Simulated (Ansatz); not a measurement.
## N on Ta(110): change of the work function

Wanted: Δφ(θ) for N/Ta(110), starting from the hollow site.

Program: Ansatz 0.2.0. Level of theory: plane-wave DFT, PBE, Ansatz PAW (set soft_1); PAW set soft_1. Results are calculated unless marked as measured.

## Step 1: Set-up

The cell holds 4 atoms: 4 Ta. Cell: a = 2.867 Å, b = 2.867 Å, c = 25.022 Å, α = 90.0°, β = 90.0°, γ = 70.5°. Vacuum lies along c.

## Step 2: The clean slab

The bare slab comes first, as the zero from which every change is counted. The two lowest layers are held at bulk places and the upper ones relax. The dipole correction removes the false field that a one-sided slab makes across the periodic vacuum, so each face gets a flat vacuum level of its own.

input.yaml

```yaml
crystal:
  lattice:
    - [2.3405234457, -1.655, 0.0]
    - [2.3405234457, 1.655, 0.0]
    - [0.0, 0.0, 25.0215703372]
  atoms:
    - { symbol: Ta, position: [0.0, 0.0, 0.3596896549] }
    - { symbol: Ta, position: [0.5, 0.5, 0.453229885] }
    - { symbol: Ta, position: [0.0, 0.0, 0.546770115] }
    - { symbol: Ta, position: [0.5, 0.5, 0.6403103451] }
kpoints:
  mp_grid: { grid: [12, 12, 1] }
hamiltonian:
  xc: pbe
  pseudopotentials: { kind: paw, azcp: { folder: soft_1 } }
scf:
  occupations: { method: fermi_dirac, width: 0.1 }
  convergence: { dr2_threshold: 1.0e-08 }
efield:
  axis: 3
  dipole_correction: true
  ramp_position: 0.97
  ramp_width: 0.06
relax:
  f_tol: 0.02
  max_steps: 60
  constraints: [{ sites: [0, 1] }]
output:
  write_potential: true
  write_density: true
  volumetric_format: npy
```

Started as:

```
$ ansatz run input.yaml --threads 4 --pin off --max-ram 16384MiB --backend cpu --events-out ev --progress --plain --runs-dir out
```

Numbers of over 12 decimals in the logs are rounded to 6 here.

The log of the run:

```text
Engine: ansatz 0.2.0, aarch64-unknown-linux-gnu
Pseudopotentials: kind: paw
Pseudopotential: Ta, paw, valence charge 13, recommended cutoff 420 eV (normal), soft_1/Ta.paw.azcp
Functional definition: PBE
  parameter kappa = 0.804
  parameter beta = 0.066725
  exchange = pbe_x(kappa = kappa, mu = beta*pi^2/3)
  correlation = pbe_c(beta = beta)
Crystal: 4 atoms, lattice volume = 193.845 Å³
Basis set: ecut = 420 eV, 3793 PW (Γ), exchange–correlation on 40×40×360 points (8 copies of the dense FFT grid, shifted against one another)
Bands: 32, of which v1, the nominal top of the filled ones, is band 26 counted from 1 (25 counted from 0)
Symmetry: 4 space group operations
k-points: 43 of 144
Non-local potential: Ta, projectors of the file, l = 0: 3, l = 1: 2, l = 2: 2, l = 3: 1
PAW form: soft (Blöchl's): semilocal exchange-correlation on the pseudo side does not see the compensation charge
PAW one-centre angular grid: Ta, 590 points (default); XC on 64 Gauss nodes
Initial density: superposition of atomic densities (neutral atoms: chi_scale 0, normalization atom)
Initial wavefunctions: pseudopotential atomic-orbital guess
Functional: x = pbe(κ = 0.804, μ = 0.219515), c = pbe(β = 0.066725)
SCF iter   1: F=—  HF=-39733.470330 eV  |F-HF|=—  |Δ(HF+E_count)|=         —  Δρ=4.04e-2  dr2=4.25e1  ethr=3.10e-3  p=-0.000 e·Å  D=-2.47e-14 V/Å  ΔV_dip=0.00 eV  dr2_dipole=2.55e-8  V_vac-E_F(+/−)=7.31/7.31 eV  ⟨swp⟩=8.7  Hψ=7035  notcnv=0
efield: sawtooth ramp at fractional position 0.9700 (set: `efield.ramp_position`, or a place that a band, a saddle search or an elastic batch's reference lends), width 0.0600; the density the first Hamiltonian is built on has a dipole p = -0.000 e·Å; the dipole correction subtracts the counter field D = -2.47e-14 V/Å, which shifts the + side's vacuum level by +0.00 eV against the − side's; the planar-averaged density in the ramp window peaks in size at 1.7e-6 e/Å³
preconditioner: auto → LDOS  [metal: Δε(μ)=0.015 eV  Ē_g=4.411 eV  σ=0.100 eV  W_gap=0.04  n_scr=16 (ndim 8)  ℏωp=11.9 eV  f_vac=0.540  D(μ)=4.27/eV (n_scr^D=14)  β→1.0]
SCF iter   2: F=—  HF=-39731.260800 eV  |F-HF|=—  |Δ(HF+E_count)|=    2.21e0  Δρ=2.48e-2  dr2=1.60e1  ethr=3.10e-3  p=0.000 e·Å  D=5.47e-5 V/Å  ΔV_dip=-0.00 eV  dr2_dipole=9.12e-9  V_vac-E_F(+/−)=4.15/4.15 eV  ⟨swp⟩=4.2  Hψ=3462  notcnv=0
SCF iter   3: F=—  HF=-39730.712904 eV  |F-HF|=—  |Δ(HF+E_count)|=   5.48e-1  Δρ=5.30e-3  dr2=5.33e-1  ethr=3.10e-3  p=0.000 e·Å  D=9.94e-6 V/Å  ΔV_dip=-0.00 eV  dr2_dipole=1.18e-8  V_vac-E_F(+/−)=5.26/5.26 eV  ⟨swp⟩=3.6  Hψ=3093  notcnv=0
SCF iter   4: F=—  HF=-39730.697614 eV  |F-HF|=—  |Δ(HF+E_count)|=   1.53e-2  Δρ=1.52e-3  dr2=1.87e-2  ethr=1.02e-3  p=0.000 e·Å  D=8.49e-6 V/Å  ΔV_dip=-0.00 eV  dr2_dipole=2.67e-8  V_vac-E_F(+/−)=4.91/4.91 eV  ⟨swp⟩=2.0  Hψ=1761  notcnv=0
SCF iter   5: F=—  HF=-39730.696114 eV  |F-HF|=—  |Δ(HF+E_count)|=   1.50e-3  Δρ=7.07e-4  dr2=8.61e-3  ethr=3.59e-5  p=0.000 e·Å  D=3.11e-6 V/Å  ΔV_dip=-0.00 eV  dr2_dipole=1.91e-10  V_vac-E_F(+/−)=4.84/4.84 eV  ⟨swp⟩=2.0  Hψ=1816  notcnv=0
SCF iter   6: F=—  HF=-39730.695980 eV  |F-HF|=—  |Δ(HF+E_count)|=   1.34e-4  Δρ=1.77e-4  dr2=2.11e-4  ethr=1.66e-5  p=0.000 e·Å  D=1.86e-6 V/Å  ΔV_dip=-0.00 eV  dr2_dipole=4.67e-11  V_vac-E_F(+/−)=4.83/4.83 eV  ⟨swp⟩=1.2  Hψ=1399  notcnv=0
SCF iter   7: F=—  HF=-39730.695970 eV  |F-HF|=—  |Δ(HF+E_count)|=   9.73e-6  Δρ=5.51e-5  dr2=9.36e-6  ethr=4.07e-7  p=0.000 e·Å  D=6.56e-7 V/Å  ΔV_dip=-0.00 eV  dr2_dipole=2.61e-11  V_vac-E_F(+/−)=4.82/4.82 eV  ⟨swp⟩=2.1  Hψ=2297  notcnv=0
SCF iter   8: F=—  HF=-39730.695852 eV  |F-HF|=—  |Δ(HF+E_count)|=   1.18e-4  Δρ=1.79e-5  dr2=2.30e-6  ethr=1.80e-8  p=0.000 e·Å  D=2.35e-7 V/Å  ΔV_dip=-0.00 eV  dr2_dipole=3.54e-12  V_vac-E_F(+/−)=4.81/4.81 eV  ⟨swp⟩=2.8  Hψ=2527  notcnv=0
SCF iter   9: F=—  HF=-39730.695853 eV  |F-HF|=—  |Δ(HF+E_count)|=   5.12e-7  Δρ=4.46e-6  dr2=1.15e-7  ethr=4.42e-9  p=0.000 e·Å  D=7.51e-8 V/Å  ΔV_dip=-0.00 eV  dr2_dipole=3.88e-14  V_vac-E_F(+/−)=4.81/4.81 eV  ⟨swp⟩=2.0  Hψ=1617  notcnv=0
SCF iter  10: F=-39730.695853 eV  HF=-39730.695853 eV  |F-HF|=7.18e-9  |Δ(HF+E_count)|=   6.04e-8  Δρ=1.01e-6  dr2=3.47e-9  ethr=1.92e-11  p=0.000 e·Å  D=2.41e-8 V/Å  ΔV_dip=-0.00 eV  dr2_dipole=3.23e-16  V_vac-E_F(+/−)=4.81/4.81 eV  ⟨swp⟩=11.0  Hψ=10636  notcnv=0
SCF 1 converged in 10 iterations: F = -39730.695853 eV  dr2 = 3.47e-9
  greatest PAW one-centre occupation: 0.999 electrons in one spin orbital (limit 2), on the Ta atom at site 2 (counted from 0), in its partial waves of l = 0
relax step   1: F+E_penalty+E_count = -39730.69585294 eV  Δ(F+E_penalty+E_count) = +0.000e0 eV  max|allowed force component| = 4.146e-1 eV/Å  Δτ_max = 0.0000 Å  (10 SCF iters, accepted)
Initial density: handed on by an earlier stage of this run
Initial wavefunctions: those handed on with the density
iter 1 solved again at ethr=2.34e-3 eV; its pass at ethr=3.10e-3 eV (dr2=1.22e0 eV) is discarded
SCF iter   1: F=—  HF=-39730.772528 eV  |F-HF|=—  |Δ(HF+E_count)|=         —  Δρ=1.01e-2  dr2=1.13e0  ethr=2.34e-3  p=-0.000 e·Å  D=-3.23e-7 V/Å  ΔV_dip=0.00 eV  dr2_dipole=4.05e-3  V_vac-E_F(+/−)=4.85/4.85 eV  ⟨swp⟩=1.2  Hψ=5142  notcnv=0
efield: sawtooth ramp at fractional position 0.9700 (set: `efield.ramp_position`, or a place that a band, a saddle search or an elastic batch's reference lends), width 0.0600; the density the first Hamiltonian is built on has a dipole p = -0.000 e·Å; the dipole correction subtracts the counter field D = -3.23e-7 V/Å, which shifts the + side's vacuum level by +0.00 eV against the − side's; the planar-averaged density in the ramp window peaks in size at 3.8e-6 e/Å³
preconditioner: auto → LDOS  [metal: Δε(μ)=0.001 eV  Ē_g=3.959 eV  σ=0.100 eV  W_gap=0.00  n_scr=16 (ndim 8)  ℏωp=11.9 eV  f_vac=0.554  D(μ)=5.52/eV (n_scr^D=18)  β→1.0]
SCF iter   2: F=—  HF=-39730.697448 eV  |F-HF|=—  |Δ(HF+E_count)|=   7.51e-2  Δρ=5.43e-3  dr2=2.67e-1  ethr=2.18e-3  p=0.012 e·Å  D=1.11e-2 V/Å  ΔV_dip=-0.28 eV  dr2_dipole=1.22e-2  V_vac-E_F(+/−)=4.53/4.81 eV  ⟨swp⟩=2.6  Hψ=2099  notcnv=0
SCF iter   3: F=—  HF=-39730.678284 eV  |F-HF|=—  |Δ(HF+E_count)|=   1.92e-2  Δρ=1.88e-3  dr2=3.06e-2  ethr=5.14e-4  p=0.006 e·Å  D=5.74e-3 V/Å  ΔV_dip=-0.14 eV  dr2_dipole=1.47e-3  V_vac-E_F(+/−)=4.68/4.83 eV  ⟨swp⟩=2.6  Hψ=2556  notcnv=0
SCF iter   4: F=—  HF=-39730.673999 eV  |F-HF|=—  |Δ(HF+E_count)|=   4.28e-3  Δρ=4.55e-4  dr2=8.07e-4  ethr=5.89e-5  p=0.007 e·Å  D=6.16e-3 V/Å  ΔV_dip=-0.15 eV  dr2_dipole=3.01e-5  V_vac-E_F(+/−)=4.67/4.82 eV  ⟨swp⟩=3.0  Hψ=2415  notcnv=0
SCF iter   5: F=—  HF=-39730.674170 eV  |F-HF|=—  |Δ(HF+E_count)|=   1.71e-4  Δρ=1.61e-4  dr2=1.21e-4  ethr=1.55e-6  p=0.006 e·Å  D=5.93e-3 V/Å  ΔV_dip=-0.15 eV  dr2_dipole=1.06e-5  V_vac-E_F(+/−)=4.67/4.82 eV  ⟨swp⟩=2.4  Hψ=2084  notcnv=0
SCF iter   6: F=—  HF=-39730.674206 eV  |F-HF|=—  |Δ(HF+E_count)|=   3.54e-5  Δρ=4.91e-5  dr2=2.17e-5  ethr=2.32e-7  p=0.006 e·Å  D=5.57e-3 V/Å  ΔV_dip=-0.14 eV  dr2_dipole=5.07e-6  V_vac-E_F(+/−)=4.68/4.82 eV  ⟨swp⟩=2.3  Hψ=1986  notcnv=0
SCF iter   7: F=—  HF=-39730.674216 eV  |F-HF|=—  |Δ(HF+E_count)|=   9.80e-6  Δρ=1.59e-5  dr2=1.43e-6  ethr=4.17e-8  p=0.006 e·Å  D=5.45e-3 V/Å  ΔV_dip=-0.14 eV  dr2_dipole=1.35e-10  V_vac-E_F(+/−)=4.69/4.82 eV  ⟨swp⟩=2.1  Hψ=1792  notcnv=0
SCF iter   8: F=—  HF=-39730.674082 eV  |F-HF|=—  |Δ(HF+E_count)|=   1.33e-4  Δρ=4.56e-6  dr2=5.43e-8  ethr=2.75e-9  p=0.006 e·Å  D=5.36e-3 V/Å  ΔV_dip=-0.13 eV  dr2_dipole=6.68e-10  V_vac-E_F(+/−)=4.69/4.82 eV  ⟨swp⟩=2.3  Hψ=2050  notcnv=0
SCF iter   9: F=—  HF=-39730.674082 eV  |F-HF|=—  |Δ(HF+E_count)|=   5.99e-8  Δρ=1.50e-6  dr2=1.23e-8  ethr=1.92e-11  p=0.006 e·Å  D=5.34e-3 V/Å  ΔV_dip=-0.13 eV  dr2_dipole=3.17e-9  V_vac-E_F(+/−)=4.69/4.82 eV  ⟨swp⟩=11.0  Hψ=10837  notcnv=0
SCF iter  10: F=-39730.674082 eV  HF=-39730.674082 eV  |F-HF|=1.80e-9  |Δ(HF+E_count)|=   1.61e-8  Δρ=4.31e-7  dr2=4.32e-10  ethr=1.92e-11  p=0.006 e·Å  D=5.34e-3 V/Å  ΔV_dip=-0.13 eV  dr2_dipole=5.77e-11  V_vac-E_F(+/−)=4.69/4.82 eV  ⟨swp⟩=9.8  Hψ=9415  notcnv=0
SCF 2 converged in 10 iterations: F = -39730.674082 eV  dr2 = 4.32e-10
relax step   2: F+E_penalty+E_count = -39730.67408250 eV  Δ(F+E_penalty+E_count) = +2.177e-2 eV  max|allowed force component| = 7.813e-1 eV/Å  Δτ_max = 0.1926 Å  (10 SCF iters, rejected (line search))
iter 1 solved again at ethr=8.28e-4 eV; its pass at ethr=3.10e-3 eV (dr2=4.31e-1 eV) is discarded
SCF iter   1: F=—  HF=-39730.748368 eV  |F-HF|=—  |Δ(HF+E_count)|=         —  Δρ=5.73e-3  dr2=4.22e-1  ethr=8.28e-4  p=0.006 e·Å  D=5.34e-3 V/Å  ΔV_dip=-0.13 eV  dr2_dipole=3.78e-3  V_vac-E_F(+/−)=4.67/4.80 eV  ⟨swp⟩=1.4  Hψ=4852  notcnv=0
efield: sawtooth ramp at fractional position 0.9700 (set: `efield.ramp_position`, or a place that a band, a saddle search or an elastic batch's reference lends), width 0.0600; the density the first Hamiltonian is built on has a dipole p = 0.006 e·Å; the dipole correction subtracts the counter field D = 5.34e-3 V/Å, which shifts the + side's vacuum level by -0.13 eV against the − side's; the planar-averaged density in the ramp window peaks in size at 2.1e-6 e/Å³
preconditioner: auto → LDOS  [metal: Δε(μ)=0.011 eV  Ē_g=3.847 eV  σ=0.100 eV  W_gap=0.03  n_scr=16 (ndim 8)  ℏωp=11.9 eV  f_vac=0.547  D(μ)=5.97/eV (n_scr^D=30)  β→1.0]
SCF iter   2: F=—  HF=-39730.721417 eV  |F-HF|=—  |Δ(HF+E_count)|=   2.70e-2  Δρ=2.91e-3  dr2=4.86e-2  ethr=8.11e-4  p=-0.002 e·Å  D=-1.55e-3 V/Å  ΔV_dip=0.04 eV  dr2_dipole=1.21e-3  V_vac-E_F(+/−)=4.86/4.82 eV  ⟨swp⟩=2.2  Hψ=2044  notcnv=0
SCF iter   3: F=—  HF=-39730.717041 eV  |F-HF|=—  |Δ(HF+E_count)|=   4.38e-3  Δρ=1.15e-3  dr2=1.39e-2  ethr=9.36e-5  p=0.002 e·Å  D=2.13e-3 V/Å  ΔV_dip=-0.05 eV  dr2_dipole=1.43e-3  V_vac-E_F(+/−)=4.76/4.82 eV  ⟨swp⟩=2.8  Hψ=2660  notcnv=0
SCF iter   4: F=—  HF=-39730.715477 eV  |F-HF|=—  |Δ(HF+E_count)|=   1.56e-3  Δρ=3.33e-4  dr2=1.38e-3  ethr=2.67e-5  p=0.002 e·Å  D=1.81e-3 V/Å  ΔV_dip=-0.05 eV  dr2_dipole=2.54e-4  V_vac-E_F(+/−)=4.77/4.82 eV  ⟨swp⟩=2.1  Hψ=1808  notcnv=0
SCF iter   5: F=—  HF=-39730.715420 eV  |F-HF|=—  |Δ(HF+E_count)|=   5.71e-5  Δρ=1.04e-4  dr2=8.02e-5  ethr=2.65e-6  p=0.002 e·Å  D=1.72e-3 V/Å  ΔV_dip=-0.04 eV  dr2_dipole=6.72e-6  V_vac-E_F(+/−)=4.77/4.81 eV  ⟨swp⟩=1.9  Hψ=1542  notcnv=0
SCF iter   6: F=—  HF=-39730.715425 eV  |F-HF|=—  |Δ(HF+E_count)|=   5.42e-6  Δρ=2.73e-5  dr2=2.20e-6  ethr=1.54e-7  p=0.002 e·Å  D=1.84e-3 V/Å  ΔV_dip=-0.05 eV  dr2_dipole=4.83e-8  V_vac-E_F(+/−)=4.77/4.81 eV  ⟨swp⟩=2.7  Hψ=2437  notcnv=0
SCF iter   7: F=—  HF=-39730.715296 eV  |F-HF|=—  |Δ(HF+E_count)|=   1.29e-4  Δρ=1.03e-5  dr2=3.62e-7  ethr=4.24e-9  p=0.002 e·Å  D=1.92e-3 V/Å  ΔV_dip=-0.05 eV  dr2_dipole=3.91e-8  V_vac-E_F(+/−)=4.77/4.81 eV  ⟨swp⟩=2.3  Hψ=2145  notcnv=0
SCF iter   8: F=—  HF=-39730.715296 eV  |F-HF|=—  |Δ(HF+E_count)|=   2.68e-7  Δρ=2.59e-6  dr2=4.59e-8  ethr=6.96e-10  p=0.002 e·Å  D=1.99e-3 V/Å  ΔV_dip=-0.05 eV  dr2_dipole=6.19e-9  V_vac-E_F(+/−)=4.76/4.81 eV  ⟨swp⟩=2.2  Hψ=2001  notcnv=0
SCF iter   9: F=-39730.715296 eV  HF=-39730.715296 eV  |F-HF|=7.06e-9  |Δ(HF+E_count)|=   1.74e-8  Δρ=9.59e-7  dr2=3.07e-9  ethr=1.92e-11  p=0.002 e·Å  D=2.01e-3 V/Å  ΔV_dip=-0.05 eV  dr2_dipole=2.10e-10  V_vac-E_F(+/−)=4.76/4.81 eV  ⟨swp⟩=10.5  Hψ=10415  notcnv=0
SCF 3 converged in 9 iterations: F = -39730.715296 eV  dr2 = 3.07e-9
relax step   3: F+E_penalty+E_count = -39730.71529607 eV  Δ(F+E_penalty+E_count) = -1.944e-2 eV  max|allowed force component| = 1.790e-2 eV/Å  Δτ_max = 0.0885 Å  (9 SCF iters, accepted)
NSCF: frozen V_eff on 43 k-points
the band table was solved once a step of the walk had ended and its energy, with any forces and stress, was formed, with the checks that follow a solve (7060 applications of the Hamiltonian). They found nothing against the state; the energy, forces and stress were not computed again (output.eigenvalues in the input reference)
SCF converged after 9 iterations
Free energy (F): -39730.715296 eV
Harris-Foulkes:  -39730.715296 eV  (|F-HF|=7.06e-9)
Internal energy: -39730.526412 eV  (E = F + TS)
E sigma→0 (E₀):  -39730.620854 eV
Entropy (-TS):   -0.188885 eV (-47.221 meV/atom)
Fermi energy:    4.054814 eV
Dipole field:    D = 0.002025 V/Å  (p = 0.002170 e·Å, saw-weighted, corrected)
Work function:   Φ+ = 4.7643 eV   Φ− = 4.8149 eV
Levels:          The Fermi level and band energies are counted from a zero that moves with the ramp; work functions are not
--- Per-component energies (eV) ---
  E_band       = -1178.291845
  E_kinetic    = 1568.526627
  E_local      = -55626.631560  (includes V_loc(G=0)·N_el)
  E_nonlocal   = -44.056760
  E_hartree    = 27132.529786
  E_xc         = -1281.267391
  E_vxc        = -929.553859  (∫ρ·V_xc dr)
  E_paw        = -33218.086578  (= ΣΔE_a)
  E_vpaw       = -411.640965  (= ΣTr[D̂ρ^β])
  E_aug_tail   = 0.000372  (compensation charges beyond the density's cutoff)
  E_efield     = 0.000002  (sawtooth field / dipole correction)
  E_vefield    = 0.002264  (∫n·V_field dr)
  E_ewald      = 21738.459090
  E_smearing   = -0.188885  (= −TS)
  E_closure    = -0.000000  (closes the sum)
  Σ components = -39730.715296   (vs F -39730.715296, Δ=0.00e0)
--- Forces (eV/Å), atoms counted from 1 ---
  atom   1  Ta     0.00000000     0.00000000     0.43130047
  atom   2  Ta     0.00000000     0.00000000    -0.43293159
  atom   3  Ta     0.00000000     0.00000000    -0.01625941
  atom   4  Ta     0.00000000     0.00000000     0.01790071
  max |Σ_I F_I| component: 1.02e-5 eV/Å
--- Band table (eV; the first three rows and the last of 43) ---
  k-point 0: bands = [... 22 lower, 3.5326, 3.7517, 3.8570, 4.4224, 4.4709, 4.6115, 5.0700, 5.2961, ... 2 higher]
  k-point 1: bands = [... 22 lower, 3.4492, 3.7332, 3.8559, 4.2092, 4.4033, 4.6834, 5.0005, 5.1567, ... 2 higher]
  k-point 2: bands = [... 22 lower, 3.2782, 3.5714, 3.7652, 3.8503, 4.0793, 4.3608, 5.1752, 5.4147, ... 2 higher]
  k-point 42: bands = [... 22 lower, 2.8527, 3.3065, 4.1827, 5.6253, 5.9299, 6.4243, 6.4753, 6.5199, ... 2 higher]
--- Relaxed structure (3 steps of the walk, 2 accepted, 0 SCFs on fresh bases) ---
  F+E_penalty+E_count = -39730.71529607 eV   max|allowed force component| = 1.790e-2 eV/Å
  atoms:
    - { symbol: Ta, position: [0.0, 0.0, 0.3596896549] }
    - { symbol: Ta, position: [0.5, 0.5, 0.453230] }
    - { symbol: Ta, position: [0.0, 0.0, 0.546878] }
    - { symbol: Ta, position: [0.5, 0.5, 0.636773] }
```

Elapsed: 20 s, on 4 threads of Arm Neoverse V1, shared host; peak memory 0.57 GiB; 76 s of CPU time.

Relaxation path:

```tsv
step	energy less that of the first step (eV)	largest force component (eV/Å)
1	0.0000	0.4146
2	0.0218	0.7813
3	-0.0194	0.0179
```

Relaxation step 2 was tried and not accepted.

The run keeps the 4 symmetry operations that it works with, so distortions that break them were not tested.

The atoms that moved most (Å):

```tsv
atom	dx	dy	dz	length
Ta4	0.000	0.000	-0.089	0.089
```

Final coordinates:

```cif
data_structure
_symmetry_space_group_name_H-M 'P 1'
_symmetry_Int_Tables_number 1
_cell_length_a 2.8665
_cell_length_b 2.8665
_cell_length_c 25.0216
_cell_angle_alpha 90.000
_cell_angle_beta 90.000
_cell_angle_gamma 70.529
_cell_volume 193.85
loop_
_atom_site_label
_atom_site_type_symbol
_atom_site_fract_x
_atom_site_fract_y
_atom_site_fract_z
_atom_site_occupancy
Ta1 Ta 0.00000 0.00000 0.35969 1
Ta2 Ta 0.50000 0.50000 0.45323 1
Ta3 Ta 0.00000 0.00000 0.54688 1
Ta4 Ta 0.50000 0.50000 0.63677 1
```

This step gave:

* energy at zero smearing: -39730.6209 eV
* work function, upper face: 4.764 eV
* work function, lower face: 4.815 eV
* dipole along the normal: 0.002170 e·Å
* step between the vacuum levels: -0.05068 eV

Running mean over 2.341 Å of the planar mean; the ramp of the sawtooth is left out. The electron's electrostatic potential energy less the Fermi level by z:

z (Å), electron's electrostatic potential energy less the Fermi level (eV) and a bar from the least value:
```
      3.5        4.8 ##############################
      4.0        4.8 ##############################
      4.5        4.8 ##############################
      5.0        4.8 ##############################
      5.5        4.8 ##############################
      6.0        4.6 ##############################
      6.5        4.2 #############################
      7.0        3.0 ##########################
      7.5       -0.2 ####################
      8.0       -4.9 ###########
      8.5       -8.5 ####
      9.0       -9.7 #
      9.5       -9.7 #
     10.0       -9.6 ##
     10.5       -9.6 ##
     11.0       -9.6 ##
     11.5       -9.6 ##
     12.0       -9.6 ##
     12.5       -9.6 ##
     13.0       -9.6 ##
     13.5       -9.6 ##
     14.0       -9.9 #
     14.5      -10.3 
     15.0      -10.4 
     15.5      -10.1 #
     16.0       -9.7 #
     16.5       -8.2 ####
     17.0       -4.3 ############
     17.5        0.3 #####################
     18.0        3.2 ###########################
     18.5        4.3 #############################
     19.0        4.6 ##############################
     19.5        4.7 ##############################
     20.0        4.7 ##############################
     20.5        4.8 ##############################
     21.0        4.8 ##############################
     21.5        4.8 ##############################
```

The relaxation took 3 steps and lowered the energy by 0.019 eV; the largest force on the free atoms ends at 0.018 eV/Å.

The work function of the upper face is 4.76 eV.

(Part 1 of 4 ends here.)

[Logs are printed without paths, hosts, clocks, repeated set-up lines and the standing remarks that a program may print on its own settings, such as how far it seeks lower states.]

[Hosts, paths, dates, database ids (printed as entryN), source tags and the programs' standing remarks are cut or masked in the printed files.]

[Maps of the electrostatic potential energy from Ansatz leave out the sawtooth potential of an applied field or a dipole correction, so their vacuum need not be flat; planar profiles and work functions include it.]
